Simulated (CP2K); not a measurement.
Consider methanol at its PBE geometry (Å).

```xyz
6

C    -0.3659    0.0095    0.0201
O     0.9276   -0.4352   -0.4222
H    -0.4957   -0.1073    1.1090
H    -1.1018   -0.6265   -0.4869
H    -0.5602    1.0594   -0.2566
H     1.5959    0.1001    0.0366
```

Method: CP2K XAS_TDP, all-electron GAPW, PBEh(45%), aug-cc-pVTZ, TDA, GW2X-corrected core level, no relativity.

**Question.** Predict the bright core excitations at the O K edge.

Leading lines: O2 533.49 eV. The leading line of an atom is its first one with 35 % of the strongest within 2.5 eV of its lowest line over the strength cut. Core ionisation energies at this level: O2 536.57 eV.

The first six lines of each atom with a strength over 0.0015:

```tsv
atom	energy (eV)	states	strength, one atom	above the computed threshold
O2 (bonded to C and H)	533.49	1	0.0153	
	534.97	1	0.0188	
	535.65	1	0.0107	
	536.19	1	0.0102	
	536.44	1	0.0088	
	537.25	1	0.0106	yes
```

Lines are vertical, at one geometry, with no vibrational structure. GW2X ionisation energies and lines can be off by 1 to 2 eV either way, and a good line position may hide errors that cancel. These values hold no scalar relativity, about 0.4 eV for O 1s. Rydberg lines, and the discretised continuum above threshold, depend on the basis and the box.

[Banner, clock and machine lines of the logs are left out without a mark of their own.]

[Logs are printed without paths, hosts, clocks, repeated set-up lines and the standing remarks that a program may print on its own settings, such as how far it seeks lower states.]

[Hosts, paths, dates, database ids (printed as entryN), source tags and the programs' standing remarks are cut or masked in the printed files.]
